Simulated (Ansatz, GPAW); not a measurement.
## Dielectric function and optical constants of Au3IO (model structure)

Aim: the dielectric function of Au3IO (model structure), and the optical constants that follow from it. The cell was made here by substitution or stacking, whether or not such a phase is known. It was built so: All Ag replaced by Au and S replaced by O in the R3 structure of Ag3SI. The cell is first relaxed with Ansatz.

Program: GPAW 26.7.0. Level of theory: DFT, PBE, plane-wave PAW (GPAW data sets), scalar-relativistic, RPA, optical limit. Results are calculated unless marked as measured.

**1. The starting structure**

It takes space group R3 (No. 146, trigonal). Conventional cell: a = 6.281 Å, b = 6.281 Å, c = 7.693 Å, α = 90.00°, β = 90.00°, γ = 120.00°. Au has 2 O at 2.30 to 2.32 Å and 4 Au at 2.75 to 2.84 Å and 4 I at 2.76 to 3.56 Å nearest. I has 12 Au at 2.76 to 3.56 Å nearest. Nearest to O lie 6 Au at 2.30 to 2.32 Å. All Ag replaced by Au and S replaced by O in the R3 structure of Ag3SI. Farther neighbours and most contacts between anions are not listed.

**2. Relaxation**

Spectra hang on bond lengths, so the cell is first brought to its minimum.

This step: DFT, PBE, plane-wave PAW, default files, scalar-relativistic, relaxation (Ansatz 0.2.0).

input.yaml

```yaml
crystal:
  lattice:
    - [3.14060247, 1.81322768, 2.56429118]
    - [-3.14060247, 1.81322768, 2.56429118]
    - [0.0, -3.62645536, 2.56429118]
  atoms:
    - { symbol: Au, position: [0.8895, 0.0175, 0.53] }
    - { symbol: Au, position: [0.0175, 0.53, 0.8895] }
    - { symbol: Au, position: [0.53, 0.8895, 0.0175] }
    - { symbol: I, position: [0.5, 0.5, 0.5] }
    - { symbol: O, position: [0.0319, 0.0319, 0.0319] }
kpoints:
  mp_grid: { grid: [5, 5, 5] }
scf:
  occupations: { method: fermi_dirac, width: 0.05 }
hamiltonian:
  xc: pbe
output:
  forces: true
  stress: true
relax:
  f_tol: 0.02
  max_steps: 50
  cell: {}
```

Launch:

```console
$ ansatz run input.yaml --threads 1 --pin off --max-ram 4096MiB --backend cpu --events-out ev --progress --plain --runs-dir out
```

Numbers of over 12 decimals in the logs are rounded to 6 here.

Output:

```text
Engine: ansatz 0.2.0, aarch64-unknown-linux-gnu
Pseudopotentials: kind: paw
Pseudopotential: Au, paw, valence charge 19, recommended cutoff 420 eV (normal), Au.paw.azcp
Pseudopotential: I, paw, valence charge 17, recommended cutoff 420 eV (normal), I.paw.azcp
Pseudopotential: O, paw, valence charge 6, recommended cutoff 420 eV (normal), O.paw.azcp
Functional definition: PBE
  parameter kappa = 0.804
  parameter beta = 0.066725
  exchange = pbe_x(kappa = kappa, mu = beta*pi^2/3)
  correlation = pbe_c(beta = beta)
Crystal: 5 atoms, lattice volume = 87.616 Å³
Basis set: ecut = 420 eV, 1743 PW (Γ), exchange–correlation on 60×60×60 points (8 copies of the dense FFT grid, shifted against one another)
Bands: 48, of which v1, the nominal top of the filled ones, is band 40 counted from 1 (39 counted from 0)
Symmetry: 3 space group operations
Space group: R3 (ITA 146), of the structure as read, at distance tolerance 4.4e-5 Å
k-points: 23 of 125 (time reversal used)
Non-local potential: Au, projectors of the file, l = 0: 3, l = 1: 2, l = 2: 2, l = 3: 1
Non-local potential: I, projectors of the file, l = 0: 2, l = 1: 2, l = 2: 2, l = 3: 2
Non-local potential: O, projectors of the file, l = 0: 2, l = 1: 2, l = 2: 1
PAW form: soft (Blöchl's): semilocal exchange-correlation on the pseudo side does not see the compensation charge
PAW one-centre angular grid: Au, 590 points (default); XC on 64 Gauss nodes
PAW one-centre angular grid: I, 590 points (default); XC on 64 Gauss nodes
PAW one-centre angular grid: O, 110 points (default); XC on 64 Gauss nodes
Initial density: superposition of atomic densities (neutral atoms: chi_scale 0, normalization atom), corrected by the library's trained network
Initial wavefunctions: pseudopotential atomic-orbital guess
Functional: x = pbe(κ = 0.804, μ = 0.219515), c = pbe(β = 0.066725)
SCF iter   1: F=—  HF=-47522.774332 eV  |F-HF|=—  |Δ(HF+E_count)|=         —  Δρ=6.36e-3  dr2=5.90e-2  ethr=1.77e-3  ⟨swp⟩=6.8  Hψ=4339  notcnv=0  defer=12
preconditioner: auto → Resta (q_TF=auto, 2.687 Å⁻¹)  ε∞=8.1  [insulator: Δε(μ)=0.249 eV  Ē_g=10.089 eV  σ=0.050 eV  W_gap=0.67  n_scr=26 (ndim 8)  ℏωp=26.9 eV  f_vac=0.001  D(μ)=1.85/eV (n_scr^D=6)  ε∞_Penn≈8.1]
SCF iter   2: F=—  HF=-47522.768239 eV  |F-HF|=—  |Δ(HF+E_count)|=   6.09e-3  Δρ=3.23e-3  dr2=1.84e-2  ethr=7.38e-5  ⟨swp⟩=1.8  Hψ=1520  notcnv=0  defer=41
SCF iter   3: F=—  HF=-47522.765180 eV  |F-HF|=—  |Δ(HF+E_count)|=   3.06e-3  Δρ=5.08e-4  dr2=5.05e-4  ethr=2.29e-5  ⟨swp⟩=2.0  Hψ=1183  notcnv=0  defer=41
SCF iter   4: F=—  HF=-47522.765141 eV  |F-HF|=—  |Δ(HF+E_count)|=   3.88e-5  Δρ=1.68e-4  dr2=1.72e-5  ethr=6.31e-7  ⟨swp⟩=2.1  Hψ=1585  notcnv=0  defer=41
SCF iter   5: F=—  HF=-47522.765119 eV  |F-HF|=—  |Δ(HF+E_count)|=   2.21e-5  Δρ=4.61e-5  dr2=1.61e-6  ethr=2.15e-8  ⟨swp⟩=2.0  Hψ=1698  notcnv=0  defer=41
SCF iter   6: F=—  HF=-47522.765119 eV  |F-HF|=—  |Δ(HF+E_count)|=   4.41e-7  Δρ=1.14e-5  dr2=1.45e-7  ethr=2.01e-9  ⟨swp⟩=2.7  Hψ=1662  notcnv=0  defer=41
SCF iter   7: F=-47522.765119 eV  HF=-47522.765119 eV  |F-HF|=6.04e-10  |Δ(HF+E_count)|=   4.77e-8  Δρ=3.72e-6  dr2=1.21e-8  ethr=1.25e-10  ⟨swp⟩=4.0  Hψ=3568  notcnv=0
SCF 1 converged in 7 iterations: F = -47522.765119 eV  dr2 = 1.21e-8
  greatest PAW one-centre occupation: 1.000 electrons in one spin orbital (limit 2), on the Au atom at site 2 (counted from 0), in its partial waves of l = 0
relax step   1: F+E_penalty+E_count = -47522.76511911 eV  Δ(F+E_penalty+E_count) = +0.000e0 eV  max|allowed force component| = 1.869e0 eV/Å  Δτ_max = 0.0000 Å  P = +20.575 GPa  Ω = 87.616 Å³  (7 SCF iters, dr2 threshold 1.00e-7 eV, accepted)
Crystal: 5 atoms, lattice volume = 100.297 Å³
Basis set: ecut = 420 eV, 1935 PW (Γ), exchange–correlation on 60×60×60 points (8 copies of the dense FFT grid, shifted against one another)
Initial density: handed on by an earlier stage of this run
Initial wavefunctions: those handed on with the density
iter 1 solved again at ethr=3.72e-4 eV; its pass at ethr=3.10e-3 eV (dr2=2.97e-1 eV) is discarded
SCF iter   1: F=—  HF=-47523.804152 eV  |F-HF|=—  |Δ(HF+E_count)|=         —  Δρ=1.68e-2  dr2=3.02e-1  ethr=3.72e-4  ⟨swp⟩=2.0  Hψ=6096  notcnv=0
preconditioner: auto → Resta (q_TF=auto, 2.627 Å⁻¹)  ε∞=8.6  [insulator: Δε(μ)=0.148 eV  Ē_g=9.145 eV  σ=0.050 eV  W_gap=0.55  n_scr=26 (ndim 8)  ℏωp=25.1 eV  f_vac=0.007  D(μ)=2.04/eV (n_scr^D=18)  ε∞_Penn≈8.6]
SCF iter   2: F=—  HF=-47523.768220 eV  |F-HF|=—  |Δ(HF+E_count)|=   3.59e-2  Δρ=7.66e-3  dr2=6.91e-2  ethr=3.72e-4  ⟨swp⟩=2.0  Hψ=1263  notcnv=0
SCF iter   3: F=—  HF=-47523.759617 eV  |F-HF|=—  |Δ(HF+E_count)|=   8.60e-3  Δρ=1.04e-3  dr2=7.95e-4  ethr=8.64e-5  ⟨swp⟩=2.1  Hψ=1427  notcnv=0
SCF iter   4: F=—  HF=-47523.759769 eV  |F-HF|=—  |Δ(HF+E_count)|=   1.52e-4  Δρ=1.67e-4  dr2=3.19e-5  ethr=9.93e-7  ⟨swp⟩=2.0  Hψ=1635  notcnv=0
SCF iter   5: F=—  HF=-47523.759786 eV  |F-HF|=—  |Δ(HF+E_count)|=   1.72e-5  Δρ=6.13e-5  dr2=3.06e-6  ethr=3.99e-8  ⟨swp⟩=2.0  Hψ=1663  notcnv=0
SCF iter   6: F=-47523.759786 eV  HF=-47523.759786 eV  |F-HF|=3.29e-8  |Δ(HF+E_count)|=   5.82e-7  Δρ=1.15e-5  dr2=1.33e-7  ethr=6.25e-10  ⟨swp⟩=5.0  Hψ=4034  notcnv=0
SCF 2 converged in 6 iterations: F = -47523.759786 eV  dr2 = 1.33e-7
relax step   2: F+E_penalty+E_count = -47523.75978644 eV  Δ(F+E_penalty+E_count) = -9.947e-1 eV  max|allowed force component| = 5.065e-1 eV/Å  Δτ_max = 0.1677 Å  P = +0.364 GPa  Ω = 100.297 Å³  energy of the carried Pulay correction = -1.330e-2 eV  (6 SCF iters, dr2 threshold 5.00e-7 eV, accepted)
Crystal: 5 atoms, lattice volume = 100.459 Å³
iter 1 solved again at ethr=1.67e-5 eV; its pass at ethr=3.10e-3 eV (dr2=1.34e-2 eV) is discarded
SCF iter   1: F=—  HF=-47523.829148 eV  |F-HF|=—  |Δ(HF+E_count)|=         —  Δρ=4.41e-3  dr2=1.53e-2  ethr=1.67e-5  ⟨swp⟩=2.2  Hψ=5086  notcnv=0
preconditioner: auto → Kerker (q_TF=auto, 2.627 Å⁻¹)  [metal: Δε(μ)=0.117 eV  Ē_g=9.098 eV  σ=0.050 eV  W_gap=0.45  n_scr=26 (ndim 8)  ℏωp=25.1 eV  f_vac=0.006  D(μ)=2.10/eV (n_scr^D=18)]
SCF iter   2: F=—  HF=-47523.826720 eV  |F-HF|=—  |Δ(HF+E_count)|=   2.43e-3  Δρ=2.26e-3  dr2=5.01e-3  ethr=1.67e-5  ⟨swp⟩=1.0  Hψ=1104  notcnv=0
SCF iter   3: F=—  HF=-47523.825894 eV  |F-HF|=—  |Δ(HF+E_count)|=   8.26e-4  Δρ=3.65e-4  dr2=1.93e-4  ethr=6.26e-6  ⟨swp⟩=2.0  Hψ=1704  notcnv=0
SCF iter   4: F=—  HF=-47523.825550 eV  |F-HF|=—  |Δ(HF+E_count)|=   3.44e-4  Δρ=1.11e-4  dr2=2.97e-5  ethr=2.41e-7  ⟨swp⟩=2.6  Hψ=1590  notcnv=0
SCF iter   5: F=—  HF=-47523.825547 eV  |F-HF|=—  |Δ(HF+E_count)|=   3.07e-6  Δρ=4.94e-5  dr2=3.37e-6  ethr=3.71e-8  ⟨swp⟩=2.5  Hψ=1640  notcnv=0
[...]
relax step  21: F+E_penalty+E_count = -47525.23702185 eV  Δ(F+E_penalty+E_count) = +2.447e-2 eV  max|allowed force component| = 9.993e-1 eV/Å  Δτ_max = 0.1383 Å  P = -1.343 GPa  Ω = 121.074 Å³  energy of the carried Pulay correction = -3.164e-2 eV  (8 SCF iters, dr2 threshold 5.00e-7 eV, rejected (line search))
relax step  22: F+E_penalty+E_count = -47525.32711829 eV  Δ(F+E_penalty+E_count) = -6.563e-2 eV  max|allowed force component| = 2.510e-1 eV/Å  Δτ_max = 0.0526 Å  P = -0.307 GPa  Ω = 115.885 Å³  energy of the carried Pulay correction = -2.741e-2 eV  (13 SCF iters, accepted)
relax step  23: F+E_penalty+E_count = -47525.35541089 eV  Δ(F+E_penalty+E_count) = -2.829e-2 eV  max|allowed force component| = 1.699e-1 eV/Å  Δτ_max = 0.0432 Å  P = +0.490 GPa  Ω = 115.838 Å³  energy of the carried Pulay correction = -2.737e-2 eV  (7 SCF iters, dr2 threshold 5.00e-7 eV, accepted)
relax step  24: F+E_penalty+E_count = -47525.36883046 eV  Δ(F+E_penalty+E_count) = -1.342e-2 eV  max|allowed force component| = 5.508e-2 eV/Å  Δτ_max = 0.0164 Å  P = -0.428 GPa  Ω = 115.442 Å³  energy of the carried Pulay correction = -2.703e-2 eV  (6 SCF iters, dr2 threshold 5.00e-7 eV, accepted)
relax step  25: F+E_penalty+E_count = -47525.37003054 eV  Δ(F+E_penalty+E_count) = -1.200e-3 eV  max|allowed force component| = 8.887e-3 eV/Å  Δτ_max = 0.0030 Å  P = +0.006 GPa  Ω = 114.935 Å³  energy of the carried Pulay correction = -2.661e-2 eV  (5 SCF iters, dr2 threshold 5.00e-7 eV, accepted)
relax step  26: F+E_penalty+E_count = -47525.51232034 eV  Δ(F+E_penalty+E_count) = -1.423e-1 eV  max|allowed force component| = 2.702e-3 eV/Å  Δτ_max = 0.0000 Å  P = +1.764 GPa  Ω = 114.935 Å³  stress off target by 2.27e0 GPa  SCF on the basis re-selected at this cell (its energy is not comparable with the rows above)  (10 SCF iters)
relax step  27: F+E_penalty+E_count = -47525.54846986 eV  Δ(F+E_penalty+E_count) = -3.615e-2 eV  max|allowed force component| = 5.076e-2 eV/Å  Δτ_max = 0.0601 Å  P = +0.688 GPa  Ω = 118.217 Å³  energy of the carried Pulay correction = -3.232e-3 eV  (7 SCF iters, dr2 threshold 5.00e-7 eV, accepted)
relax step  28: F+E_penalty+E_count = -47525.55535965 eV  Δ(F+E_penalty+E_count) = -6.890e-3 eV  max|allowed force component| = 3.906e-2 eV/Å  Δτ_max = 0.0502 Å  P = -0.101 GPa  Ω = 119.962 Å³  energy of the carried Pulay correction = -5.192e-3 eV  (7 SCF iters, dr2 threshold 5.00e-7 eV, accepted)
relax step  29: F+E_penalty+E_count = -47525.55568659 eV  Δ(F+E_penalty+E_count) = -3.269e-4 eV  max|allowed force component| = 1.130e-2 eV/Å  Δτ_max = 0.0050 Å  P = -0.018 GPa  Ω = 119.842 Å³  energy of the carried Pulay correction = -5.046e-3 eV  (6 SCF iters, dr2 threshold 9.54e-8 eV, accepted)
relax step  30: F+E_penalty+E_count = -47525.56193079 eV  Δ(F+E_penalty+E_count) = -6.244e-3 eV  max|allowed force component| = 1.019e-2 eV/Å  Δτ_max = 0.0000 Å  P = -0.012 GPa  Ω = 119.842 Å³  stress off target by 5.76e-2 GPa  SCF on the basis re-selected at this cell (its energy is not comparable with the rows above)  (8 SCF iters)
relax step  31: F+E_penalty+E_count = -47525.56228814 eV  Δ(F+E_penalty+E_count) = -3.573e-4 eV  max|allowed force component| = 8.760e-3 eV/Å  Δτ_max = 0.0050 Å  P = +0.031 GPa  Ω = 119.617 Å³  energy of the carried Pulay correction = +2.127e-4 eV  (6 SCF iters, dr2 threshold 8.30e-9 eV, accepted)
iter 1 solved again at ethr=4.75e-7 eV; its pass at ethr=3.10e-3 eV (dr2=3.80e-4 eV) is discarded
SCF iter   1: F=—  HF=-47525.562018 eV  |F-HF|=—  |Δ(HF+E_count)|=         —  Δρ=3.96e-5  dr2=8.23e-8  ethr=4.75e-7  ⟨swp⟩=3.2  Hψ=7546  notcnv=0
eigensolver tolerance schedule: the retry pair's looser diagonalisation over-reported the residual by 4617.12 of it (diagonalisation noise at 2.42 of the residual, at the tolerance the schedule requests for it); recorded, not acted on — ethr = c·dr2/N_el stays at c = 1.0e-1
preconditioner: auto → Resta (q_TF=auto, 2.551 Å⁻¹)  ε∞=7.1  [insulator: Δε(μ)=1.400 eV  Ē_g=9.310 eV  σ=0.050 eV  W_gap=1.00  n_scr=26 (ndim 8)  ℏωp=23.0 eV  f_vac=0.086  D(μ)=0.00/eV (n_scr^D=0)  ε∞_Penn≈7.1]
SCF iter   2: F=—  HF=-47525.562021 eV  |F-HF|=—  |Δ(HF+E_count)|=   2.38e-6  Δρ=2.01e-5  dr2=2.69e-8  ethr=1.03e-10  ⟨swp⟩=3.2  Hψ=2361  notcnv=0
SCF iter   3: F=—  HF=-47525.562028 eV  |F-HF|=—  |Δ(HF+E_count)|=   7.52e-6  Δρ=5.52e-6  dr2=1.42e-8  ethr=3.37e-11  ⟨swp⟩=2.0  Hψ=1633  notcnv=0
SCF iter   4: F=—  HF=-47525.562029 eV  |F-HF|=—  |Δ(HF+E_count)|=   3.44e-7  Δρ=6.39e-7  dr2=4.83e-10  ethr=1.77e-11  ⟨swp⟩=2.0  Hψ=1630  notcnv=0
SCF iter   5: F=—  HF=-47525.562029 eV  |F-HF|=—  |Δ(HF+E_count)|=   2.65e-9  Δρ=2.62e-7  dr2=1.44e-10  ethr=1.00e-12  ⟨swp⟩=2.0  Hψ=1728  notcnv=0
SCF iter   6: F=-47525.562029 eV  HF=-47525.562029 eV  |F-HF|=3.64e-11  |Δ(HF+E_count)|=  1.02e-10  Δρ=1.02e-7  dr2=1.51e-11  ethr=1.00e-12  ⟨swp⟩=4.8  Hψ=3529  notcnv=0
SCF 32 converged in 6 iterations: F = -47525.562029 eV  dr2 = 1.51e-11
relax step  32: F+E_penalty+E_count = -47525.56202855 eV  Δ(F+E_penalty+E_count) = +2.596e-4 eV  max|allowed force component| = 8.751e-3 eV/Å  Δτ_max = 0.0000 Å  P = +0.031 GPa  Ω = 119.617 Å³  stress off target by 4.00e-2 GPa  SCF on the basis re-selected at this cell (its energy is not comparable with the rows above)  (6 SCF iters)
basis re-selected at this cell: Δ(F+E_penalty+E_count) = +2.596e-4 eV, ΔP = -0.000 GPa vs the last step (what re-selecting the basis moved, of the pressure what is left beyond the Pulay correction that the steps carried, after the strain that the cell walked since its last selection, with what the two solves' SCF thresholds leave and, on support functions, any second-order correction that the steps lacked; it is no m [...]
SCF converged after 6 iterations
Free energy (F): -47525.562029 eV
Harris-Foulkes:  -47525.562029 eV  (|F-HF|=3.64e-11)
Internal energy: -47525.562028 eV  (E = F + TS)
E sigma→0 (E₀):  -47525.562029 eV
Entropy (-TS):   -0.000000 eV (-0.000 meV/atom)
Fermi energy:    10.763543 eV
--- Per-component energies (eV) ---
  E_band       = -1480.686622
  E_kinetic    = 2175.197938
  E_local      = -9953.167270  (includes V_loc(G=0)·N_el)
  E_nonlocal   = 181.050569
  E_hartree    = 4348.655573
  E_xc         = -881.755335
  E_vxc        = -1042.556442  (∫ρ·V_xc dr)
  E_paw        = -34095.020274  (= ΣΔE_a)
  E_vpaw       = -1538.529147  (= ΣTr[D̂ρ^β])
  E_aug_tail   = 0.006789  (compensation charges beyond the density's cutoff)
  E_ewald      = -9300.530017
  E_smearing   = -0.000000  (= −TS)
  E_closure    = 0.000000  (closes the sum)
  Σ components = -47525.562029   (vs F -47525.562029, Δ=0.00e0)
--- Forces (eV/Å), atoms counted from 1 ---
  atom   1  Au    -0.00001733    -0.00064231     0.00047535
  atom   2  Au    -0.00054760     0.00033616     0.00047535
  atom   3  Au     0.00056492     0.00030615     0.00047535
  atom   4  I     -0.00000000     0.00000000    -0.00875044
  atom   5  O      0.00000000    -0.00000000     0.00732482
  max |Σ_I F_I| component: 4.38e-7 eV/Å
--- Stress (GPa, compression-positive) ---
        0.039980       0.000000       0.000000
       -0.000000       0.039980      -0.000000
        0.000000      -0.000000       0.011831
  P = ⅓ Tr σ = 0.0306 GPa (0.306 kbar)
--- Relaxed structure (29 steps of the walk, 27 accepted, 3 SCFs on fresh bases) ---
  F+E_penalty+E_count = -47525.56202855 eV   max|allowed force component| = 8.751e-3 eV/Å   (the final SCF, on the basis selected at the relaxed cell)
  cell:  # Å, volume = 119.6172 Å³
    - [3.686558, 2.128435, 2.540744]
    - [-3.686558, 2.128435, 2.540744]
    - [-5.848992059061106e-18, -4.256870, 2.540744]
  atoms:
    - { symbol: Au, position: [0.918439, -0.081565, 0.366849] }
    - { symbol: Au, position: [-0.081565, 0.366849, 0.918439] }
    - { symbol: Au, position: [0.366849, 0.918439, -0.081565] }
    - { symbol: I, position: [0.593294, 0.593294, 0.593294] }
    - { symbol: O, position: [0.171883, 0.171883, 0.171883] }
```

Elapsed: 4.7 min, on 1 thread of Arm Neoverse V2, shared host; peak memory 0.4 GiB.

The steps of the relaxation (22 of 32):

| step | energy less that of the first step (eV) | largest force component (eV/Å) | pressure (GPa) | volume (Å³) |
| --- | --- | --- | --- | --- |
| 1 | 0.0000 | 1.8692 | 20.57 | 87.62 |
| 2 | -0.9947 | 0.5065 | 0.36 | 100.30 |
| 4 | -1.1080 | 0.3634 | 0.08 | 100.06 |
| 5 | -1.1684 | 0.2644 | 0.98 | 99.76 |
| 7 | -1.2207 | 0.1153 | -1.78 | 104.64 |
| 8 | -1.2394 | 0.2469 | 0.08 | 103.13 |
| 10 | -1.3363 | 0.4563 | 0.44 | 100.34 |
| 11 | -1.5658 | 0.7959 | -0.34 | 99.72 |
| 13 | -1.8755 | 0.4293 | 0.03 | 98.86 |
| 14 | -1.6355 | 1.7210 | 6.11 | 95.82 |
| 16 | -1.9090 | 0.1970 | 1.59 | 99.18 |
| 17 | -1.9191 | 0.1425 | 1.39 | 99.89 |
| 19 | -2.1653 | 0.6450 | 1.63 | 107.02 |
| 20 | -2.4964 | 0.1749 | 1.59 | 111.91 |
| 22 | -2.5620 | 0.2510 | -0.31 | 115.88 |
| 23 | -2.5903 | 0.1699 | 0.49 | 115.84 |
| 25 | -2.6049 | 0.0089 | 0.01 | 114.93 |
| 26* | -2.7472 | 0.0027 | 1.76 | 114.93 |
| 28 | -2.7902 | 0.0391 | -0.10 | 119.96 |
| 29 | -2.7906 | 0.0113 | -0.02 | 119.84 |
| 31 | -2.7972 | 0.0088 | 0.03 | 119.62 |
| 32* | -2.7969 | 0.0088 | 0.03 | 119.62 |

Relaxation steps marked * repeat the geometry before them on a plane-wave basis chosen anew for their cell, so energy and pressure can jump there. Other such steps can lie between the rows shown. Relaxation steps 14, 21 were tried and not accepted.

The run keeps the 3 symmetry operations that it works with, so distortions that break them were not tested.

| cell as run | before | after | change |
| --- | --- | --- | --- |
| a (Å) | 4.441 | 4.957 | +11.6 % |
| b (Å) | 4.441 | 4.957 | +11.6 % |
| c (Å) | 4.441 | 4.957 | +11.6 % |
| α (°) | 90.00 | 96.08 | +6.8 % |
| β (°) | 90.00 | 96.08 | +6.8 % |
| γ (°) | 90.00 | 96.08 | +6.8 % |
| volume (Å³/atom) | 17.52 | 23.92 | +36.5 % |

The atoms that moved most (Å, as changes of fractional coordinates times the final cell):

| atom | dx | dy | dz | length |
| --- | --- | --- | --- | --- |
| O5 | 0.000 | 0.000 | 1.067 | 1.067 |
| Au2 | 0.236 | -0.681 | -0.593 | 0.933 |
| Au3 | -0.708 | 0.136 | -0.593 | 0.933 |
| Au1 | 0.472 | 0.545 | -0.593 | 0.933 |
| I4 | 0.000 | 0.000 | 0.711 | 0.711 |

Final coordinates:

```xyz
5
Lattice="3.6866 2.1284 2.5407 -3.6866 2.1284 2.5407 0.0000 -4.2569 2.5407" Properties=species:S:1:pos:R:3 pbc="T T T"
Au    3.6866    0.2196    3.0584
Au   -1.6531   -3.3025    3.0584
Au   -2.0335    3.0829    3.0584
I     0.0000    0.0000    4.5222
O     0.0000    0.0000    1.3101
```

The relaxation ends with a largest force component of 0.0088 eV/Å and a pressure of 0.03 GPa.

(Continued in part 2 of 3.)

[Machine, clock and banner lines and Python warnings are left out of the logs.]

[Logs are printed without paths, hosts, clocks, repeated set-up lines and the standing remarks that a program may print on its own settings, such as how far it seeks lower states.]

[Hosts, paths, dates, database ids (printed as entryN), source tags and the programs' standing remarks are cut or masked in the printed files.]
